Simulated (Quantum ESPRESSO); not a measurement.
# Energy and gap at +3 % biaxial strain: 1T-SiO2, 1 layer

How the rows were computed: Quantum ESPRESSO 7.5 driven by ASE, PBE, GBRV ultrasoft, ESM (bc1); atomic heights clamped; cell area 6.304 Å² at zero strain.

| strain (%) | energy (meV a cell) | gap on the mesh (eV) |
| --- | --- | --- |
| −3 | 122.68 | 7.614 |
| −1.5 | 30.49 | 7.134 |
| 0 | 0.00 | 6.627 |
| +1.5 | 24.64 | 6.117 |

To predict: What are energy and gap at +3 %, and how stiff is the sheet?

By hand: About zero, E'' = (30.49 + 24.64 − 2 × 0.00)/1.5² = 24.50 meV per %² and E' = (24.64 − 30.49)/3 = −1.95 meV per %. With E = A K ε², where K = (C11 + C22)/2 + C12 (C11 + C12 for a hexagonal sheet), K = 24.50 × 10/(2 × 6.304) × 16.02 = 311 N/m. The parabola gives E(+3 %) = 0.00 + 3 × (−1.95) + 4.5 × 24.50 = 104.4 meV. Continuing the last slope, the gap is 2 × 6.117 − 6.627 = 5.607 eV.

**Check.** E = 98.4 meV and the gap 5.615 eV. The parabola misses by +6.0 meV, too high, since bonds soften under tension. The gap's line misses by −0.008 eV.

**Limits.** Clamped heights stiffen sheets with several planes. Semilocal gap, no spin-orbit coupling.
